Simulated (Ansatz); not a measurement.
# SiPbS3 in P4/mbm, a phase reached by a soft mode: following an unstable mode, part 2 of 3

Which phase does SiPbS3 in P4/mbm, a phase reached by a soft mode fall into along its unstable mode, and how much energy does it gain?

Ansatz 0.2.0; DFT PBEsol, scalar-relativistic, plane waves, PAW; PAW set soft_1.

So far. Step 4 (The mode frozen in, largest atomic shift 0.22 Å): The run ends at a pressure of 1.51 GPa, with forces up to 0.76 eV/Å.

The structure was built from a prototype and need not be the compound's stable phase.

## (5) Energy along the mode, all amplitudes (two of the runs are shown above)

An imaginary frequency means negative curvature, so the energy should fall and then rise again as anharmonic terms take over.

This step gave:

- depth at the lowest point sampled: 40.72 meV/atom
- largest atomic shift at that point: 0.22 Å

Table of energy from the parent by largest atomic shift:

```csv
largest atomic shift (Å),energy from the parent (meV/atom)
0.000,0
0.040,-2.00
0.080,-7.73
0.140,-21.4
0.220,-40.7
0.320,-40.2
0.450,89.4
```

Displacement at unit largest shift by atom:

```csv
atom,x (Å),y (Å),z (Å),size
Pb1,0.00,0.00,0.01,0.01
Pb2,0.00,0.00,0.01,0.01
Si3,0.00,0.00,1.00,1.00
Si4,0.00,0.00,1.00,1.00
S5,0.00,0.00,-0.22,0.22
S6,0.00,0.00,-0.22,0.22
S7,0.00,0.00,-0.22,0.22
S8,0.00,0.00,-0.22,0.22
S9,0.00,0.00,-0.47,0.47
S10,0.00,0.00,-0.47,0.47
```

The lowest of the steps tried is at 0.22 Å, 40.7 meV/atom below the parent; the bottom of the well need not coincide with a step.

## (6) Relaxing from the distorted cell

Starting from the lowest point found, all atoms and the cell are let go, so that strain and other modes of the same symmetry can join in.

File input.yaml:

```yaml
crystal:
  lattice:
    - [6.1696983627, 0.0, 0.0]
    - [0.0, 6.1696983627, 0.0]
    - [0.0, 0.0, 5.0215666547]
  atoms:
    - { symbol: Pb, position: [0.5, 0.0, 0.0002233248] }
    - { symbol: Pb, position: [0.0, 0.5, 0.0002233248] }
    - { symbol: Si, position: [0.0, 0.0, 0.5438110285] }
    - { symbol: Si, position: [0.5, 0.5, 0.5438110285] }
    - { symbol: S, position: [0.1836319522, 0.6836319522, 0.4903799527] }
    - { symbol: S, position: [0.8163680478, 0.3163680478, 0.4903799527] }
    - { symbol: S, position: [0.3163680478, 0.1836319522, 0.4903799527] }
    - { symbol: S, position: [0.6836319522, 0.8163680478, 0.4903799527] }
    - { symbol: S, position: [0.0, 0.0, -0.0205822895] }
    - { symbol: S, position: [0.5, 0.5, -0.0205822895] }
kpoints:
  mp_grid: { grid: [6, 6, 6] }
hamiltonian:
  xc: pbesol
  pseudopotentials: { kind: paw, azcp: { folder: soft_1 }, xc_functional: pbe }
scf:
  occupations: { method: fixed }
output:
  forces: true
  stress: true
  eigenvalues: true
  write_density: true
  write_potential: true
  elf: true
  volumetric_format: npy
relax:
  adjacent_minimum: "off"
  f_tol: 0.002
  max_steps: 120
  cell: { stress_tol: 0.03 }
```

Command:

```sh
$ ansatz run input.yaml --threads 8 --pin off --max-ram 16384MiB --backend cpu --events-out ev --progress --plain --runs-dir out
```

Numbers of over 12 decimals in the logs are rounded to 6 here.

The log of the run:

```text
[...]
Crystal: 10 atoms, lattice volume = 191.147 Å³
Basis set: ecut = 420 eV, 3773 PW (Γ), exchange–correlation on 90×90×72 points (8 copies of the dense FFT grid, shifted against one another)
Bands: 46, of which v1, the nominal top of the filled ones, is band 36 counted from 1 (35 counted from 0)
Symmetry: 8 space group operations
[...]
k-points: 40 of 216 (time reversal used)
[...]
SCF iter   1: F=—  HF=-30071.658342 eV  |F-HF|=—  |Δ(HF+E_count)|=         —  Δρ=3.45e-2  dr2=3.18e0  ethr=3.10e-3  ⟨swp⟩=5.2  Hψ=7689  notcnv=0  defer=266
[...]
SCF iter   8: F=-30070.687351 eV  HF=-30070.687351 eV  |F-HF|=1.45e-8  |Δ(HF+E_count)|=   2.74e-8  Δρ=2.51e-6  dr2=2.14e-8  ethr=1.39e-10  ⟨swp⟩=10.8  Hψ=12902  notcnv=0
SCF 1 converged in 8 iterations: F = -30070.687351 eV  dr2 = 2.14e-8
[...]
relax step   1: F+E_penalty+E_count = -30070.68735110 eV  Δ(F+E_penalty+E_count) = +0.000e0 eV  max|allowed force component| = 7.640e-1 eV/Å  Δτ_max = 0.0000 Å  P = +1.508 GPa  Ω = 191.147 Å³  (8 SCF iters, dr2 threshold 1.00e-7 eV, accepted)
Crystal: 10 atoms, lattice volume = 197.523 Å³
Basis set: ecut = 420 eV, 3861 PW (Γ), exchange–correlation on 90×90×72 points (8 copies of the dense FFT grid, shifted against one another)
[...]
iter 1 solved again at ethr=4.05e-5 eV; its pass at ethr=3.10e-3 eV (dr2=2.92e-2 eV) is discarded
[...]
SCF iter   6: F=-30071.111788 eV  HF=-30071.111788 eV  |F-HF|=8.36e-8  |Δ(HF+E_count)|=   2.15e-7  Δρ=7.16e-6  dr2=1.43e-7  ethr=1.39e-9  ⟨swp⟩=23.4  Hψ=20113  notcnv=0
SCF 2 converged in 6 iterations: F = -30071.111788 eV  dr2 = 1.43e-7
[...]
relax step   2: F+E_penalty+E_count = -30071.11178769 eV  Δ(F+E_penalty+E_count) = -4.244e-1 eV  max|allowed force component| = 9.666e-1 eV/Å  Δτ_max = 0.0884 Å  P = -0.467 GPa  Ω = 197.523 Å³  energy of the carried Pulay correction = -1.069e-3 eV  (6 SCF iters, dr2 threshold 1.00e-6 eV, accepted)
Crystal: 10 atoms, lattice volume = 198.291 Å³
Basis set: ecut = 420 eV, 3823 PW (Γ), exchange–correlation on 90×90×72 points (8 copies of the dense FFT grid, shifted against one another)
[...]
SCF iter   6: F=-30071.145288 eV  HF=-30071.145288 eV  |F-HF|=3.27e-7  |Δ(HF+E_count)|=   9.17e-7  Δρ=1.88e-5  dr2=8.33e-7  ethr=1.39e-9  ⟨swp⟩=22.9  Hψ=21591  notcnv=0
SCF 3 converged in 6 iterations: F = -30071.145288 eV  dr2 = 8.33e-7
relax step   3: F+E_penalty+E_count = -30071.14528801 eV  Δ(F+E_penalty+E_count) = -3.350e-2 eV  max|allowed force component| = 9.401e-1 eV/Å  Δτ_max = 0.1580 Å  P = +0.140 GPa  Ω = 198.291 Å³  energy of the carried Pulay correction = -1.195e-3 eV  (6 SCF iters, dr2 threshold 1.00e-6 eV, accepted)
[... from here on, the SCF cycles and remarks between the steps are left out ...]
relax step   4: F+E_penalty+E_count = -30071.31382884 eV  Δ(F+E_penalty+E_count) = -1.685e-1 eV  max|allowed force component| = 2.623e-1 eV/Å  Δτ_max = 0.0858 Å  P = +0.140 GPa  Ω = 200.592 Å³  energy of the carried Pulay correction = -1.571e-3 eV  (6 SCF iters, dr2 threshold 1.00e-6 eV, accepted)
relax step   5: F+E_penalty+E_count = -30071.34631771 eV  Δ(F+E_penalty+E_count) = -3.249e-2 eV  max|allowed force component| = 1.777e-1 eV/Å  Δτ_max = 0.0245 Å  P = +0.016 GPa  Ω = 199.846 Å³  energy of the carried Pulay correction = -1.450e-3 eV  (5 SCF iters, dr2 threshold 1.00e-6 eV, accepted)
relax step   6: F+E_penalty+E_count = -30071.38100796 eV  Δ(F+E_penalty+E_count) = -3.469e-2 eV  max|allowed force component| = 1.691e-1 eV/Å  Δτ_max = 0.0730 Å  P = +0.021 GPa  Ω = 201.055 Å³  energy of the carried Pulay correction = -1.646e-3 eV  (6 SCF iters, dr2 threshold 1.00e-6 eV, accepted)
relax step   7: F+E_penalty+E_count = -30071.40736922 eV  Δ(F+E_penalty+E_count) = -2.636e-2 eV  max|allowed force component| = 6.774e-2 eV/Å  Δτ_max = 0.1036 Å  P = +0.280 GPa  Ω = 204.046 Å³  energy of the carried Pulay correction = -2.127e-3 eV  (6 SCF iters, dr2 threshold 1.00e-6 eV, accepted)
relax step   8: F+E_penalty+E_count = -30071.41145564 eV  Δ(F+E_penalty+E_count) = -4.086e-3 eV  max|allowed force component| = 4.319e-2 eV/Å  Δτ_max = 0.0180 Å  P = +0.008 GPa  Ω = 204.958 Å³  energy of the carried Pulay correction = -2.272e-3 eV  (5 SCF iters, dr2 threshold 3.73e-7 eV, accepted)
relax step   9: F+E_penalty+E_count = -30071.41197159 eV  Δ(F+E_penalty+E_count) = -5.159e-4 eV  max|allowed force component| = 8.949e-3 eV/Å  Δτ_max = 0.0056 Å  P = -0.015 GPa  Ω = 205.059 Å³  energy of the carried Pulay correction = -2.288e-3 eV  (5 SCF iters, dr2 threshold 1.17e-7 eV, accepted)
relax step  10: F+E_penalty+E_count = -30071.41198841 eV  Δ(F+E_penalty+E_count) = -1.682e-5 eV  max|allowed force component| = 3.097e-3 eV/Å  Δτ_max = 0.0009 Å  P = -0.014 GPa  Ω = 205.079 Å³  energy of the carried Pulay correction = -2.291e-3 eV  (4 SCF iters, dr2 threshold 5.00e-9 eV, accepted)
relax step  11: F+E_penalty+E_count = -30071.41199512 eV  Δ(F+E_penalty+E_count) = -6.713e-6 eV  max|allowed force component| = 1.888e-3 eV/Å  Δτ_max = 0.0003 Å  P = -0.001 GPa  Ω = 205.060 Å³  energy of the carried Pulay correction = -2.288e-3 eV  (5 SCF iters, accepted)
relax step  12: F+E_penalty+E_count = -30071.41741073 eV  Δ(F+E_penalty+E_count) = -5.416e-3 eV  max|allowed force component| = 2.079e-3 eV/Å  Δτ_max = 0.0000 Å  P = +0.030 GPa  Ω = 205.060 Å³  stress off target by 9.13e-2 GPa  SCF on the basis re-selected at this cell (its energy is not comparable with the rows above)  (5 SCF iters)
relax step  13: F+E_penalty+E_count = -30071.41745410 eV  Δ(F+E_penalty+E_count) = -4.337e-5 eV  max|allowed force component| = 9.453e-4 eV/Å  Δτ_max = 0.0037 Å  P = -0.004 GPa  Ω = 205.338 Å³  energy of the carried Pulay correction = -4.001e-5 eV  (5 SCF iters, dr2 threshold 2.08e-8 eV, accepted)
[...]
SCF iter   1: F=—  HF=-30071.417572 eV  |F-HF|=—  |Δ(HF+E_count)|=         —  Δρ=4.61e-6  dr2=1.09e-8  ethr=8.50e-7  ⟨swp⟩=4.0  Hψ=13100  notcnv=0  defer=320
eigensolver tolerance schedule: the retry pair's looser diagonalisation over-reported the residual by 55982.01 of it (diagonalisation noise at an unbounded share of the residual, at the tolerance the schedule requests for it); recorded, not acted on — ethr = c·dr2/N_el stays at c = 1.0e-1
[...]
SCF iter   2: F=—  HF=-30071.417490 eV  |F-HF|=—  |Δ(HF+E_count)|=   8.17e-5  Δρ=2.33e-6  dr2=3.90e-9  ethr=1.52e-11  ⟨swp⟩=4.7  Hψ=5561  notcnv=0  defer=314
[...]
SCF iter   5: F=-30071.417490 eV  HF=-30071.417490 eV  |F-HF|=7.28e-12  |Δ(HF+E_count)|=  3.27e-11  Δρ=6.90e-8  dr2=1.09e-11  ethr=1.00e-12  ⟨swp⟩=18.2  Hψ=14152  notcnv=0
SCF 14 converged in 5 iterations: F = -30071.417490 eV  dr2 = 1.09e-11
relax step  14: F+E_penalty+E_count = -30071.41748987 eV  Δ(F+E_penalty+E_count) = -3.577e-5 eV  max|allowed force component| = 9.417e-4 eV/Å  Δτ_max = 0.0000 Å  P = -0.004 GPa  Ω = 205.338 Å³  stress off target by 5.85e-3 GPa  SCF on the basis re-selected at this cell (its energy is not comparable with the rows above)  (5 SCF iters)
[...]
SCF converged after 5 iterations
Free energy (F): -30071.417490 eV
[...]
Internal energy: -30071.417490 eV  (E = F + TS)
E sigma→0 (E₀):  -30071.417490 eV
Fermi energy:    7.869977 eV
[...]
--- Forces (eV/Å), atoms counted from 1 ---
  atom   1  Pb     0.00000000     0.00000000    -0.00079198
  atom   2  Pb     0.00000000    -0.00000000    -0.00079198
  atom   3  Si     0.00000000    -0.00000000     0.00094175
  atom   4  Si     0.00000000    -0.00000000     0.00094175
  atom   5  S      0.00017534     0.00017534     0.00000476
  atom   6  S     -0.00017534    -0.00017534     0.00000476
  atom   7  S     -0.00017534     0.00017534     0.00000476
  atom   8  S      0.00017534    -0.00017534     0.00000476
  atom   9  S     -0.00000000     0.00000000    -0.00015898
  atom  10  S     -0.00000000     0.00000000    -0.00015898
  max |Σ_I F_I| component: 6.24e-7 eV/Å
--- Stress (GPa, compression-positive) ---
       -0.005847      -0.000000       0.000000
       -0.000000      -0.005847      -0.000000
        0.000000      -0.000000      -0.000687
  P = ⅓ Tr σ = -0.0041 GPa (-0.041 kbar)
--- Band table (eV; the first three rows and the last of 40) ---
  k-point 0: bands = [... 32 lower, 5.9761, 6.8238, 7.6914, 7.6914, 9.1065, 9.9071, 10.9949, 10.9949, ... 6 higher]
  k-point 1: bands = [... 32 lower, 6.4735, 6.8249, 7.7436, 7.7436, 9.0908, 10.1225, 11.2621, 11.2621, ... 6 higher]
  k-point 2: bands = [... 32 lower, 6.5439, 6.8271, 7.8314, 7.8314, 9.2103, 10.4603, 10.8396, 10.9989, ... 6 higher]
  k-point 39: bands = [... 32 lower, 6.4309, 6.4309, 7.0434, 7.0434, 9.8294, 9.8294, 10.3917, 10.3917, ... 6 higher]
--- Relaxed structure (12 steps of the walk, 12 accepted, 2 SCFs on fresh bases) ---
  F+E_penalty+E_count = -30071.41748987 eV   max|allowed force component| = 9.417e-4 eV/Å   (the final SCF, on the basis selected at the relaxed cell)
  cell:  # Å, volume = 205.3380 Å³
    - [6.049519, 0, 0]
    - [0, 6.049519, 0.0]
    - [0, 0.0, 5.610838]
  atoms:
    - { symbol: Pb, position: [0.5, 0, 0.051127] }
    - { symbol: Pb, position: [0, 0.5, 0.051127] }
    - { symbol: Si, position: [0, 0, 0.575400] }
    - { symbol: Si, position: [0.5, 0.5, 0.575400] }
    - { symbol: S, position: [0.194989, 0.694989, 0.461955] }
    - { symbol: S, position: [0.805011, 0.305011, 0.461955] }
    - { symbol: S, position: [0.305011, 0.194989, 0.461955] }
    - { symbol: S, position: [0.694989, 0.805011, 0.461955] }
    - { symbol: S, position: [0, 0, -0.046227] }
    - { symbol: S, position: [0.5, 0.5, -0.046227] }
```

Elapsed: 62 s, on 8 threads of Arm Neoverse V2, shared host; peak memory 0.83 GiB.

Step by step:

```csv
step,energy less that of the first step (eV),largest force component (eV/Å),pressure (GPa),volume (Å³)
1,0.0000,0.7640,1.51,191.15
2,-0.4244,0.9666,-0.47,197.52
3,-0.4579,0.9401,0.14,198.29
4,-0.6265,0.2623,0.14,200.59
5,-0.6590,0.1777,0.02,199.85
6,-0.6937,0.1691,0.02,201.06
7,-0.7200,0.0677,0.28,204.05
8,-0.7241,0.0432,0.01,204.96
9,-0.7246,0.0089,-0.02,205.06
10,-0.7246,0.0031,-0.01,205.08
11,-0.7246,0.0019,0.00,205.06
12*,-0.7301,0.0021,0.03,205.06
13,-0.7301,0.0009,0.00,205.34
14*,-0.7301,0.0009,0.00,205.34
```

Relaxation steps marked * repeat the geometry before them on a plane-wave basis chosen anew for their cell, so energy and pressure can jump there.

Forces are held to the 8 operations that the run works with; a distortion that breaks them can't arise in this run.

```csv
"conventional cell, symmetrised",before,after,change
a (Å),6.170,6.050,-1.9 %
b (Å),6.170,6.050,-1.9 %
c (Å),5.022,5.611,+11.7 %
volume (Å³/atom),19.11,20.53,+7.4 %
```

The atoms that moved most (Å, as changes of fractional coordinates times the final cell):

```csv
atom,dx,dy,dz,length
Pb1,0.000,0.000,0.286,0.286
Pb2,0.000,0.000,0.286,0.286
S7,-0.069,0.069,-0.159,0.187
S6,-0.069,-0.069,-0.159,0.187
S5,0.069,0.069,-0.159,0.187
S8,0.069,-0.069,-0.159,0.187
Si4,0.000,0.000,0.177,0.177
Si3,0.000,0.000,0.177,0.177
```

Numbers from this step:

```
pressure          : -0.004127 GPa
gap on the k-mesh : 1.221 eV
volume per atom   : 20.53 Å³
```

Valence density in the ac plane at fractional y = 0.500, with atoms of Pb and Si and S within 0.2 Å of it. It is the smooth field of the valence electrons, not physical close to the nuclei.

Ten steps, logarithmic in the rise over the least value, from '_' (0.0 e/Å³) to '@' (6.8 e/Å³), each cell a mean:
```
%%##++--::--++++--==**==::::==**%%
++==--....--++++++++++==::..::==++
::::..____::==++++++==--..____..::
__________..--==++++==::..________
________..::----====--::..________
____....::::----::::----::......__
....::::::------::::------::::::..
..::::----------::------------::..
..::::--::::::--::::--::::--::::..
..::::::::................::::::..
::::::....______________......::::
++++--..______......______..::==++
%%##++::....::------::......==**%%
@@@@**--::::--++++++==--::::++%%@@
@@@@**--::--++**++++++==::::++%%@@
```
Columns run along a (6.0 Å), rows up along c (5.6 Å). Atoms in or near the plane, at fractional coordinates: Pb at (0.00, 0.05), Si at (0.50, 0.58), S at (0.50, 0.95).

Electrostatic potential energy in the ac plane at fractional y = 0.500, with atoms of Pb and Si and S within 0.2 Å of it. With pseudopotentials it is smooth inside the atoms' cores, unlike the true potential.

Values in eV, 8 rows by 16 columns, each cell a mean:
```
-26 -19  -2   7  10   5 -18 -31 -29 -29  -4   9   9   4 -11 -24
  7   8  10  11  11   9   3  -7 -10  -3   7  10  11  11   9   7
 12  12  12  12  10   5  -9 -21 -21 -17  -1   8  11  12  12  12
 12  12  11   9   8   2 -19 -21 -13 -25  -8   6   9  10  11  12
 12  11  10   9   9   7   2  -7 -10  -3   5   8   9   9  10  12
  5   7   9  10  11  11  11  10  10  10  11  11  11  10   8   6
-28 -23  -5   7  10  11  10   8   7   9  11  11   9   3 -15 -27
-28 -34 -21   3   9   7  -7 -24 -26 -18   2   9   7  -6 -32 -31
```
Columns run along a (6.0 Å; values clipped at the 3rd and 97th percentile), rows up along c (5.6 Å). Atoms in or near the plane, at fractional coordinates: Pb at (0.00, 0.05), Si at (0.50, 0.58), S at (0.50, 0.95).

ELF in the ac plane at fractional y = 0.500, with atoms of Pb and Si and S within 0.2 Å of it. It is the smooth field of the valence electrons, not physical close to the nuclei.

Ten even steps from '0' (0.02) to '9' (0.88), each cell a mean:
```
24422795018952353
55322697348841245
43101479998620123
10000268997410001
00111246765311100
01332343433433321
13544454444544541
13554455445544552
13543345455334542
12332112222113331
21211000000001221
43210001221001234
24421147776311343
01431489999722430
01432798359942430
```
Columns run along a (6.0 Å), rows up along c (5.6 Å). Atoms in or near the plane, at fractional coordinates: Pb at (0.00, 0.05), Si at (0.50, 0.58), S at (0.50, 0.95).

The distorted start has space group P4bm; the relaxation ends in P4bm.

## (7) The new phase in its own primitive cell

The relaxed structure is symmetrised, reduced to its primitive cell and relaxed tightly, as its phonons need.

File input.yaml:

```yaml
crystal:
  lattice:
    - [6.0495185435, 0.0, 0.0]
    - [0.0, 6.0495185435, 0.0]
    - [0.0, 0.0, 5.6108382615]
  atoms:
    - { symbol: Pb, position: [0.5, 0.0, 0.0511274454] }
    - { symbol: Pb, position: [0.0, 0.5, 0.0511274454] }
    - { symbol: Si, position: [0.0, 0.0, 0.5754004017] }
    - { symbol: Si, position: [0.5, 0.5, 0.5754004017] }
    - { symbol: S, position: [0.194989117, 0.694989117, 0.4619554186] }
    - { symbol: S, position: [0.805010883, 0.305010883, 0.4619554186] }
    - { symbol: S, position: [0.305010883, 0.194989117, 0.4619554186] }
    - { symbol: S, position: [0.694989117, 0.805010883, 0.4619554186] }
    - { symbol: S, position: [0.0, 0.0, 0.9537732849] }
    - { symbol: S, position: [0.5, 0.5, 0.9537732849] }
kpoints:
  mp_grid: { grid: [4, 4, 4] }
hamiltonian:
  xc: pbesol
  pseudopotentials: { kind: paw, azcp: { folder: soft_1 }, xc_functional: pbe }
scf:
  occupations: { method: fixed }
output:
  forces: true
  stress: true
  eigenvalues: true
relax:
  adjacent_minimum: "off"
  f_tol: 0.001
  max_steps: 60
  cell: { stress_tol: 0.01 }
```

The log of the run:

```text
[...]
Crystal: 10 atoms, lattice volume = 205.338 Å³
Basis set: ecut = 420 eV, 4039 PW (Γ), exchange–correlation on 90×90×80 points (8 copies of the dense FFT grid, shifted against one another)
Bands: 46, of which v1, the nominal top of the filled ones, is band 36 counted from 1 (35 counted from 0)
Symmetry: 8 space group operations
[...]
k-points: 18 of 64 (time reversal used)
[...]
- { symbol: Si, position: [0, 0, 0.575343] }
    - { symbol: Si, position: [0.5, 0.5, 0.575343] }
    - { symbol: S, position: [0.195239, 0.695239, 0.461766] }
    - { symbol: S, position: [0.804761, 0.304761, 0.461766] }
    - { symbol: S, position: [0.304761, 0.195239, 0.461766] }
    - { symbol: S, position: [0.695239, 0.804761, 0.461766] }
    - { symbol: S, position: [-1.28271145883389e-19, 0, 0.953038] }
    - { symbol: S, position: [0.5, 0.5, 0.953038] }
[key lines of the parts left out:]
SCF converged after 5 iterations
Free energy (F): -30071.404503 eV
Fermi energy:    7.845109 eV
P = ⅓ Tr σ = 0.0005 GPa (0.005 kbar)
```

The job ended after 12 s (8 threads; peak memory 0.74 GiB; 86 s of CPU time).

The steps of the relaxation:

```csv
step,energy less that of the first step (eV),largest force component (eV/Å),pressure (GPa),volume (Å³)
1,0.0000,0.0164,0.02,205.34
2,0.0000,0.0098,-0.03,205.76
3,-0.0001,0.0067,-0.01,205.60
4,-0.0001,0.0047,0.00,205.59
5,-0.0001,0.0016,0.00,205.65
6,-0.0001,0.0006,0.00,205.66
7*,-0.0001,0.0006,0.00,205.66
```

Relaxation steps marked * repeat the geometry before them on a plane-wave basis chosen anew for their cell, so energy and pressure can jump there.

Forces are held to the 8 operations that the run works with; a distortion that breaks them can't arise in this run.

```csv
"conventional cell, symmetrised",before,after,change
a (Å),6.050,6.050,+0.0 %
b (Å),6.050,6.050,+0.0 %
c (Å),5.611,5.618,+0.1 %
volume (Å³/atom),20.53,20.57,+0.2 %
```

Final coordinates:

```cif
data_structure
_symmetry_space_group_name_H-M 'P 1'
_symmetry_Int_Tables_number 1
_cell_length_a 6.0501
_cell_length_b 6.0501
_cell_length_c 5.6185
_cell_angle_alpha 90.000
_cell_angle_beta 90.000
_cell_angle_gamma 90.000
_cell_volume 205.66
loop_
_atom_site_label
_atom_site_type_symbol
_atom_site_fract_x
_atom_site_fract_y
_atom_site_fract_z
_atom_site_occupancy
Pb1 Pb 0.50000 0.00000 0.05230 1
Pb2 Pb 0.00000 0.50000 0.05230 1
Si3 Si 0.00000 0.00000 0.57534 1
Si4 Si 0.50000 0.50000 0.57534 1
S5 S 0.19524 0.69524 0.46177 1
S6 S 0.80476 0.30476 0.46177 1
S7 S 0.30476 0.19524 0.46177 1
S8 S 0.69524 0.80476 0.46177 1
S9 S 0.00000 0.00000 0.95304 1
S10 S 0.50000 0.50000 0.95304 1
```

This step gave:

```
pressure           : 5.16e-4 GPa
gap on the k-mesh  : 1.239 eV
volume per atom    : 20.57 Å³
direct gap on mesh : 1.332 eV
```

The largest force component left is 0.56 meV/Å and the pressure is 0.001 GPa, within the tolerances set. The cell now holds 20.57 Å³/atom.

(Part 2 of 3 ends here.)

[Logs are printed without paths, hosts, clocks, repeated set-up lines and the standing remarks that a program may print on its own settings, such as how far it seeks lower states.]

[Hosts, paths, dates, database ids (printed as entryN), source tags and the programs' standing remarks are cut or masked in the printed files.]
